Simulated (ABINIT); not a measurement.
# Beyond one shot: KBr (Fm-3m)

Wanted: G0W0 and self-consistent gaps of KBr (Fm-3m), with the cost of the cycles.

Method: PBE and many-body steps on it, plane waves, in ABINIT 10.8.3.

## (1) Starting point

Symmetry: Fm-3m, No. 225, cubic system. The conventional cell has a = 6.600 Å, b = 6.600 Å, c = 6.600 Å, α = 90.00°, β = 90.00°, γ = 90.00°. K has 6 Br at 3.30 Å nearest. Nearest to Br lie 6 K at 3.30 Å. Farther neighbours and most contacts between anions are not listed.

The cell and positions come from the Crystallography Open Database and are kept as given unless a step says otherwise.

## (2) Empty states on the mesh, 4×4×4 mesh, 397 bands

This step: ABINIT 10.8.3; DFT, PBE, plane waves, norm-conserving pseudopotentials.

The sums over transitions need many empty states on a uniform mesh; this step solves for them.

run.abi reads:

```
acell 3*1.0 Angstrom
rprim 
  0.000000000000 3.300000000000 3.300000000000
  3.300000000000 0.000000000000 3.300000000000
  3.300000000000 3.300000000000 0.000000000000
ntypat 2
znucl 19 35
natom 2
typat 1 2
xred 
  0.000000000000 0.000000000000 0.000000000000
  0.500000000000 0.500000000000 0.500000000000
pp_dirpath "pseudos"
pseudos "K.upf, Br.upf"
ecut 33
ngkpt 4 4 4
nshiftk 1
shiftk 0 0 0
kptopt 1
chksymbreak 0
irdden 1
istwfk *1
nband 397
prtvol 0
optdriver 6
gwr_task "HDIAGO"
paral_kgb 0
occopt 1
indata_prefix "in"
outdata_prefix "out"
tmpdata_prefix "tmp"
```

The run is started by

```
$ OMP_NUM_THREADS=1 mpirun -n 8 abinit run.abi > log
```

What it wrote:

```text
.Version 10.8.3 of ABINIT. v10.8.2 released Aug 2026.

 Symmetries : space group Fm -3 m (#225); Bravais cF (face-center cubic)
[... echo of the input left out ...]
== DATASET  1 ==================================================================
-   mpi_nproc: 8, omp_nthreads: 1 (-1 if OMP is not activated)

--- !DatasetInfo
iteration_state: {dtset: 1, }
dimensions: {natom: 2, nkpt: 8, mband: 397, nsppol: 1, nspinor: 1, nspden: 1, mpw: 4477, }
cutoff_energies: {ecut:  33.0, pawecutdg:  -1.0, }
[...]
Direct band gap semiconductor
 Fundamental gap:     4.436 (eV)
   VBM:    -0.010 (eV) at k: [ 0.0000E+00,  0.0000E+00,  0.0000E+00]
   CBM:     4.426 (eV) at k: [ 0.0000E+00,  0.0000E+00,  0.0000E+00]
 Direct gap:         4.436 (eV) at k: [ 0.0000E+00,  0.0000E+00,  0.0000E+00]

== END DATASET(S) ==============================================================
================================================================================

 -outvars: echo values of variables after computation  --------
           etotal      0.0000000000E+00
            nband         397
             nkpt           8
          spgroup         225
 [... the other variables as echoed above ...]

 Calculation completed.
```

The job ended after 61 s (8 MPI ranks of Arm Neoverse V2, shared host; peak memory 8.8 GiB; 8.1 min of CPU time).

Numbers from this step:

```
gap                                                           : 4.436 eV
k of the valence top                                          : 0, 0, 0
k of the conduction bottom                                    : 0, 0, 0
least direct gap                                              : 4.436 eV
k points computed                                             : 8
lowest point of the top converged band, above the valence top : 169.7393 eV
```

On this mesh the gap is 4.436 eV.

The density comes from a self-consistent run that is not shown.

## (3) Screening, 4×4×4 mesh, 389 bands, screening to 228.6 eV

The RPA dielectric matrix is built and inverted for each q.

This step: RPA screening on PBE, plane waves, norm-conserving pseudopotentials.

run.abi, as its differences from that of step 2:

```diff
@@ -20,10 +20,11 @@
 chksymbreak 0
-irdden 1
 istwfk *1
-nband 397
-prtvol 0
-optdriver 6
-gwr_task "HDIAGO"
-paral_kgb 0
 occopt 1
+irdwfk 1
+optdriver 3
+nband 389
+ecuteps 8.4
+inclvkb 2
+awtr 1
+symchi 1
 indata_prefix "in"
```

What it wrote:

```text
.Version 10.8.3 of ABINIT. v10.8.2 released Aug 2026.

 Symmetries : space group Fm -3 m (#225); Bravais cF (face-center cubic)
[... echo of the input left out ...]
== DATASET  1 ==================================================================
-   mpi_nproc: 8, omp_nthreads: 1 (-1 if OMP is not activated)

--- !DatasetInfo
iteration_state: {dtset: 1, }
dimensions: {natom: 2, nkpt: 8, mband: 389, nsppol: 1, nspinor: 1, nspden: 1, mpw: 4477, }
cutoff_energies: {ecut:  33.0, pawecutdg:  -1.0, }
electrons: {nelect:   1.60000000E+01, charge:   0.00000000E+00, occopt:   1.00000000E+00, tsmear:   1.00000000E-02, }

 SCREENING: Calculation of the susceptibility and dielectric matrices

 Based on a program developped by R.W. Godby, V. Olevano, G. Onida, and L. Reining.
 Incorporated in ABINIT by V. Olevano, G.-M. Rignanese, and M. Torrent.
.Using double precision arithmetic ; gwpc =  8

[... cell and pseudopotentials left out ...]
--------------------------------------------------------------------------------

 ==== K-mesh for the wavefunctions ====
 Number of points in the irreducible wedge :     8
[... list of points left out ...]
 Together with 48 symmetry operations and time-reversal symmetry
 yields    64 points in the full Brillouin Zone.

 ==== Q-mesh for the screening function ====
 Number of points in the irreducible wedge :     8
[... list of points left out ...]
 Together with 48 symmetry operations and time-reversal symmetry
 yields    64 points in the full Brillouin Zone.

 setmesh: FFT mesh size selected  =    36x   36x   36
          total number of points  =        46656

 vcoul_init : cutoff-mode = AUXILIARY_FUNCTION
 q-points for optical limit:   1
     1)      0.000010    0.000020    0.000030

- screening: taking advantage of time-reversal symmetry
- Maximum band index for partially occupied states nbvw = 8
- Remaining bands to be divided among processors   nbcw = 381
- Number of bands treated by each node ~47

 Number of electrons calculated from density =   16.0000; Expected =   16.0000
 average of density, n =  0.032988
 r_s =    1.9343
 omega_plasma =   17.5199 [eV]

 calculating chi0 at frequencies [eV] :
  1    0.000000E+00    0.000000E+00
  2    0.000000E+00    1.751989E+01

--------------------------------------------------------------------------------
  q-point number  1        q = ( 0.000000, 0.000000, 0.000000) [r.l.u.]
--------------------------------------------------------------------------------
[... chi0 elements left out ...]
 For q-point:  0.000010 0.000020 0.000030
  dielectric constant =   2.3739
  dielectric constant without local fields =   2.8542

  Average fulfillment of the sum rule on Im[epsilon] for q-point    1 :     90.54  [%]
[... wings left out ...]
  q-point number  2        q = ( 0.250000, 0.000000, 0.000000) [r.l.u.]
--------------------------------------------------------------------------------
[... chi0 elements left out ...]
  Average fulfillment of the sum rule on Im[epsilon] for q-point    2 :     92.63  [%]

 [... 6 further q-points ...]
```

Wall time 96 s (8 MPI ranks); peak memory 3.8 GiB.

Numbers from this step:

```yaml
eps_infinity_with_local_fields_on_this_mesh_along_the_program_s_q_direction: 2.374
the_same_without_local_fields: 2.854
plasma_frequency: 17.52 eV
plane_waves_in_the_screening_matrix: 537
```

Local fields lower ε∞ by 17 %.

## (4) G0W0

The self-energy is evaluated for the states that the input lists, and the levels follow from it, in one-shot runs by the linearised quasiparticle equation.

This step: G0W0 on PBE, plane waves, norm-conserving pseudopotentials.

run.abi, as its differences from that of step 3:

```diff
@@ -23,8 +23,15 @@
 irdwfk 1
-optdriver 3
+optdriver 4
 nband 389
+gwcalctyp 0
+ecutsigx 33
+symsigma 1
+nkptgw 1
+kptgw 
+  0.0000000000 0.0000000000 0.0000000000
+bdgw 
+  6 12
 ecuteps 8.4
-inclvkb 2
-awtr 1
-symchi 1
+irdscr 1
+ppmodel 1
 indata_prefix "in"
```

What it wrote:

```text
.Version 10.8.3 of ABINIT. v10.8.2 released Aug 2026.

 Symmetries : space group Fm -3 m (#225); Bravais cF (face-center cubic)
[... echo of the input left out ...]
== DATASET  1 ==================================================================
-   mpi_nproc: 8, omp_nthreads: 1 (-1 if OMP is not activated)

--- !DatasetInfo
iteration_state: {dtset: 1, }
dimensions: {natom: 2, nkpt: 8, mband: 389, nsppol: 1, nspinor: 1, nspden: 1, mpw: 4477, }
cutoff_energies: {ecut:  33.0, pawecutdg:  -1.0, }
electrons: {nelect:   1.60000000E+01, charge:   0.00000000E+00, occopt:   1.00000000E+00, tsmear:   1.00000000E-02, }

 SIGMA: Calculation of the GW corrections

 Based on a program developped by R.W. Godby, V. Olevano, G. Onida, and L. Reining.
 Incorporated in ABINIT by V. Olevano, G.-M. Rignanese, and M. Torrent.
.Using double precision arithmetic ; gwpc =  8

[... cell and pseudopotentials left out ...]
--------------------------------------------------------------------------------

 ==== K-mesh for the wavefunctions ====
 Number of points in the irreducible wedge :     8
[... list of points left out ...]
 Together with 48 symmetry operations and time-reversal symmetry
 yields    64 points in the full Brillouin Zone.

 ==== Q-mesh for screening function ====
 Number of points in the irreducible wedge :     8
[... list of points left out ...]
 Together with 48 symmetry operations and time-reversal symmetry
 yields    64 points in the full Brillouin Zone.

 vcoul_init : cutoff-mode = AUXILIARY_FUNCTION
 q-points for optical limit:   1
     1)      0.000010    0.000020    0.000030
 setmesh: FFT mesh size selected  =    45x   45x   45
          total number of points  =        91125

 Number of electrons calculated from density =   16.0000; Expected =   16.0000
 average of density, n =  0.032988
 r_s =    1.9343
 omega_plasma =   17.5199 [eV]

 === KS Band Gaps ===
  >>>> For spin  1
   Minimum direct gap =   4.4359 [eV], located at k-point      :   0.0000  0.0000  0.0000
   Fundamental gap    =   4.4359 [eV], Top of valence bands at :   0.0000  0.0000  0.0000
                                       Bottom of conduction at :   0.0000  0.0000  0.0000
 SIGMA fundamental parameters:
 PLASMON POLE MODEL  1
 number of plane-waves for SigmaX                 4477
 number of plane-waves for SigmaC and W            537
 number of plane-waves for wavefunctions          4477
 number of bands                                   389
 number of independent spin polarizations            1
 number of spinorial components                      1
 number of k-points in IBZ                           8
 number of q-points in IBZ                           8
 number of symmetry operations                      48
 number of k-points in BZ                           64
 number of q-points in BZ                           64
 number of frequencies for dSigma/dE                 9
 frequency step for dSigma/dE [eV]                0.25
 number of omega for Sigma on real axis              0
 max omega for Sigma on real axis  [eV]           0.00
 zcut for avoiding poles [eV]                     0.10

 EPSILON^-1 parameters (SCR file):
 dimension of the eps^-1 matrix on file            537
 dimension of the eps^-1 matrix used               537
 number of plane-waves for wavefunctions          4477
 number of bands                                   389
 number of q-points in IBZ                           8
 number of frequencies                               2
 number of real frequencies                          1
 number of imag frequencies                          1

 matrix elements of self-energy operator (all in [eV])

 Perturbative Calculation

--- !SelfEnergy_ee
iteration_state: {dtset: 1, }
kpoint     : [   0.000,    0.000,    0.000, ]
spin       : 1
KS_gap     :    4.436
QP_gap     :    6.996
Delta_QP_KS:    2.560
data: !SigmaeeData |
     Band     E0 <VxcDFT>   SigX SigC(E0)      Z dSigC/dE  Sig(E)    E-E0       E
        6  -0.010 -12.760 -16.565   1.369   0.813  -0.230 -14.741  -1.981  -1.990
        7  -0.010 -12.760 -16.565   1.369   0.813  -0.230 -14.741  -1.981  -1.990
        8  -0.010 -12.760 -16.565   1.369   0.813  -0.230 -14.741  -1.981  -1.990
        9   4.426  -6.661  -3.089  -2.901   0.865  -0.157  -6.081   0.579   5.006
       10   7.598  -8.409  -3.762  -3.128   0.858  -0.165  -7.105   1.304   8.903
       11   7.598  -8.409  -3.762  -3.128   0.858  -0.165  -7.105   1.304   8.903
       12   7.598  -8.409  -3.762  -3.128   0.858  -0.165  -7.105   1.304   8.903

== END DATASET(S) ==============================================================
================================================================================

 -outvars: echo values of variables after computation  --------
           etotal      0.0000000000E+00
            nband         389
             nkpt           8
          spgroup         225
 [... the other variables as echoed above ...]

 Calculation completed.
```

Wall time 33 s (8 MPI ranks); peak memory 4.3 GiB.

Numbers from this step:

```yaml
g0w0_gap_on_the_points_computed: 6.996 eV
starting_gap_on_the_mesh: 4.436 eV
k_of_the_valence_top: 0, 0, 0
k_of_the_conduction_bottom: 0, 0, 0
z_at_the_valence_top: 0.813
z_at_the_conduction_bottom: 0.865
least_direct_g0w0_gap_on_the_computed_points: 6.996 eV
```

The gap on the mesh goes from 4.44 eV to 7.00 eV, a correction of +2.56 eV.

## (5) evGW0, cycle 1

This step: evGW0 on PBE, plane waves, norm-conserving pseudopotentials.

run.abi, as its differences from that of step 4:

```diff
@@ -25,10 +25,24 @@
 nband 389
-gwcalctyp 0
+gwcalctyp 10
 ecutsigx 33
 symsigma 1
-nkptgw 1
+nkptgw 8
 kptgw 
   0.0000000000 0.0000000000 0.0000000000
+  0.2500000000 0.0000000000 0.0000000000
+  0.5000000000 0.0000000000 0.0000000000
+  0.2500000000 0.2500000000 0.0000000000
+  0.5000000000 0.2500000000 0.0000000000
+  -0.2500000000 0.2500000000 0.0000000000
+  0.5000000000 0.5000000000 0.0000000000
+  -0.2500000000 0.5000000000 0.2500000000
 bdgw 
-  6 12
+  1 15
+  1 15
+  1 15
+  1 15
+  1 15
+  1 15
+  1 15
+  1 15
 ecuteps 8.4
```

What it wrote:

```text
.Version 10.8.3 of ABINIT. v10.8.2 released Aug 2026.

 Symmetries : space group Fm -3 m (#225); Bravais cF (face-center cubic)
[... echo of the input left out ...]
== DATASET  1 ==================================================================
-   mpi_nproc: 8, omp_nthreads: 1 (-1 if OMP is not activated)

--- !DatasetInfo
iteration_state: {dtset: 1, }
dimensions: {natom: 2, nkpt: 8, mband: 389, nsppol: 1, nspinor: 1, nspden: 1, mpw: 4477, }
cutoff_energies: {ecut:  33.0, pawecutdg:  -1.0, }
electrons: {nelect:   1.60000000E+01, charge:   0.00000000E+00, occopt:   1.00000000E+00, tsmear:   1.00000000E-02, }

 SIGMA: Calculation of the GW corrections

 Based on a program developped by R.W. Godby, V. Olevano, G. Onida, and L. Reining.
 Incorporated in ABINIT by V. Olevano, G.-M. Rignanese, and M. Torrent.
.Using double precision arithmetic ; gwpc =  8

[... cell and pseudopotentials left out ...]
--------------------------------------------------------------------------------

 ==== K-mesh for the wavefunctions ====
 Number of points in the irreducible wedge :     8
[... list of points left out ...]
 Together with 48 symmetry operations and time-reversal symmetry
 yields    64 points in the full Brillouin Zone.

 ==== Q-mesh for screening function ====
 Number of points in the irreducible wedge :     8
[... list of points left out ...]
 Together with 48 symmetry operations and time-reversal symmetry
 yields    64 points in the full Brillouin Zone.

 vcoul_init : cutoff-mode = AUXILIARY_FUNCTION
 q-points for optical limit:   1
     1)      0.000010    0.000020    0.000030
 setmesh: FFT mesh size selected  =    45x   45x   45
          total number of points  =        91125

 Number of electrons calculated from density =   16.0000; Expected =   16.0000
[...]
QP_gap     :    9.070
Delta_QP_KS:    2.915
data: !SigmaeeData |
     Band     E_DFT   <VxcDFT>   E(N-1)  <Hhartree>   SigX  SigC[E(N-1)]    Z     dSigC/dE  Sig[E(N)]  DeltaE  E(N)_pert E(N)_diago
[...]
--- !SelfEnergy_ee
iteration_state: {dtset: 1, }
kpoint     : [  -0.250,    0.500,    0.250, ]
spin       : 1
KS_gap     :    7.925
QP_gap     :   10.950
Delta_QP_KS:    3.024
data: !SigmaeeData |
     Band     E_DFT   <VxcDFT>   E(N-1)  <Hhartree>   SigX  SigC[E(N-1)]    Z     dSigC/dE  Sig[E(N)]  DeltaE  E(N)_pert E(N)_diago
[...]
14    10.728   -12.483    10.728    23.211    -5.737    -3.801     0.836    -0.196   -10.021     2.462    13.190    13.672
       15    10.956   -12.780    10.956    23.736    -6.151    -3.891     0.837    -0.195   -10.489     2.291    13.248    13.695

 New Fermi energy :        4.871856E-02 Ha ,    1.325699E+00 eV
 New Exchange energy :    -6.490169E+00 Ha ,   -1.766065E+02 eV

 === QP Band Gaps ===
  >>>> For spin  1
   Minimum direct gap =   7.5415 [eV], located at k-point      :   0.0000  0.0000  0.0000
   Fundamental gap    =   7.5415 [eV], Top of valence bands at :   0.0000  0.0000  0.0000
                                       Bottom of conduction at :   0.0000  0.0000  0.0000

 writing QP data on file : out_QPS

 Convergence of QP corrections
 >>>>> For spin  1 <<<<<
.  kptgw no:  1; Maximum DeltaE = (  -3.486  -0.003) for band index:  4
.  kptgw no:  2; Maximum DeltaE = (  -3.464  -0.004) for band index:  4
.  kptgw no:  3; Maximum DeltaE = (  -3.459  -0.002) for band index:  4
[...]
.  kptgw no:  7; Maximum DeltaE = (  -3.492  -0.003) for band index:  3
.  kptgw no:  8; Maximum DeltaE = (  -3.502  -0.004) for band index:  4

== END DATASET(S) ==============================================================
================================================================================

 -outvars: echo values of variables after computation  --------
           etotal      0.0000000000E+00
            nband         389
             nkpt           8
          spgroup         225
 [... the other variables as echoed above ...]

 Calculation completed.
```

It took 21 min on 8 MPI ranks; peak memory 5.4 GiB.

Numbers from this step:

```
quasiparticle gap on the mesh                         : 7.541 eV
gap of the density functional on the mesh             : 4.436 eV
k of the valence top                                  : 0, 0, 0
k of the conduction bottom                            : 0, 0, 0
Z at the valence top                                  : 0.813
Z at the conduction bottom                            : 0.865
least direct quasiparticle gap on the computed points : 7.541 eV
```

Against G0W0 in ABINIT (4×4×4 mesh, 389 bands, screening to 228.6 eV, Godby-Needs plasmon pole), the gap moves by +0.545 eV. This first cycle still uses the starting levels; it takes the full correction, at all points of the mesh, and its linearised value is 6.996 eV.

## (6) evGW0, cycle 2

The corrected levels of the last cycle go back in.

run.abi, as its differences from that of step 5:

```diff
@@ -50,2 +50,3 @@
 ppmodel 1
+irdqps 1
 indata_prefix "in"
```

What it wrote:

```text
.Version 10.8.3 of ABINIT. v10.8.2 released Aug 2026.

 Symmetries : space group Fm -3 m (#225); Bravais cF (face-center cubic)
[... echo of the input left out ...]
== DATASET  1 ==================================================================
-   mpi_nproc: 8, omp_nthreads: 1 (-1 if OMP is not activated)

--- !DatasetInfo
iteration_state: {dtset: 1, }
dimensions: {natom: 2, nkpt: 8, mband: 389, nsppol: 1, nspinor: 1, nspden: 1, mpw: 4477, }
cutoff_energies: {ecut:  33.0, pawecutdg:  -1.0, }
[...]
.  kptgw no:  3; Maximum DeltaE = (  -2.930  -0.220) for band index:  1
[...]
.  kptgw no:  7; Maximum DeltaE = (  -3.258  -0.182) for band index:  1
.  kptgw no:  8; Maximum DeltaE = (  -2.804  -0.236) for band index:  1

== END DATASET(S) ==============================================================
================================================================================

 -outvars: echo values of variables after computation  --------
           etotal      0.0000000000E+00
            nband         389
             nkpt           8
          spgroup         225
 [... the other variables as echoed above ...]

 Calculation completed.
```

Wall time 21 min (8 MPI ranks); peak memory 5.4 GiB; 2.8 h of CPU time.

Numbers from this step:

```
quasiparticle gap on the mesh                         : 7.382 eV
gap of the density functional on the mesh             : 4.436 eV
k of the valence top                                  : 0, 0, 0
k of the conduction bottom                            : 0, 0, 0
least direct quasiparticle gap on the computed points : 7.382 eV
```

Against the cycle before, the gap moves by −0.159 eV.

## (7) The runs together

Times are wall times on 8 MPI ranks of Arm Neoverse V2, shared host, good to a factor of about two. A run's time includes the screening step that it read.

```csv
run,mesh,bands,screening cutoff (eV),DFT gap (eV),gap on the mesh (eV),direct (eV),ε∞ used,time
G0W0,4×4×4,389,228.6,4.436,6.996,6.996,2.37,2.2 min
"evGW0, cycle 1",4×4×4,389,228.6,4.436,7.541,7.541,2.37,22 min
"evGW0, cycle 2",4×4×4,389,228.6,4.436,7.382,7.382,2.37,22 min
```

## (8) Outcome

```
G0W0           : 6.996 eV
evGW0, cycle 1 : 7.541 eV
evGW0, cycle 2 : 7.382 eV
known limits   : not at the basis limit; no spin-orbit coupling
```

What this shows: Only the bands that the input lists are updated; the others, empty or deep, keep the functional's energies or take a rigid shift. evGW0 ends at 7.38 eV, +0.39 eV from G0W0, after 2 cycles that took 41 min beside the first screening; the last moved the gap by 0.159 eV, so the loop had not settled. The first cycle of evGW0 takes the full correction, without the factor Z, so it overshoots the one-shot value. Bands and cutoff are finite, so the gap is not at the basis limit. The miss can reach some tenths of an eV and take either sign; the mesh is an error of its own. The many-body steps are scalar-relativistic: spin-orbit coupling is not in them.

[Paths, hosts, dates, memory and timing lines, banners, echoed tables and standing remarks are left out of the program output.]

[Logs are printed without paths, hosts, clocks, repeated set-up lines and the standing remarks that a program may print on its own settings, such as how far it seeks lower states.]

[Runs of the session that timed out or met a known fault of the program may be left out.]

[Hosts, paths, dates, database ids (printed as entryN), source tags and the programs' standing remarks are cut or masked in the printed files.]

[G0W0 gaps are taken among the corrected bands and points alone; a level outside them can change the order at an edge.]

[Where Ansatz stands beside ABINIT at settings called matched, ABINIT's density can come from a denser mesh and the files from another edition; pairs whose starting gaps differed by over 0.03 eV were left out, so agreement reads better than it is.]
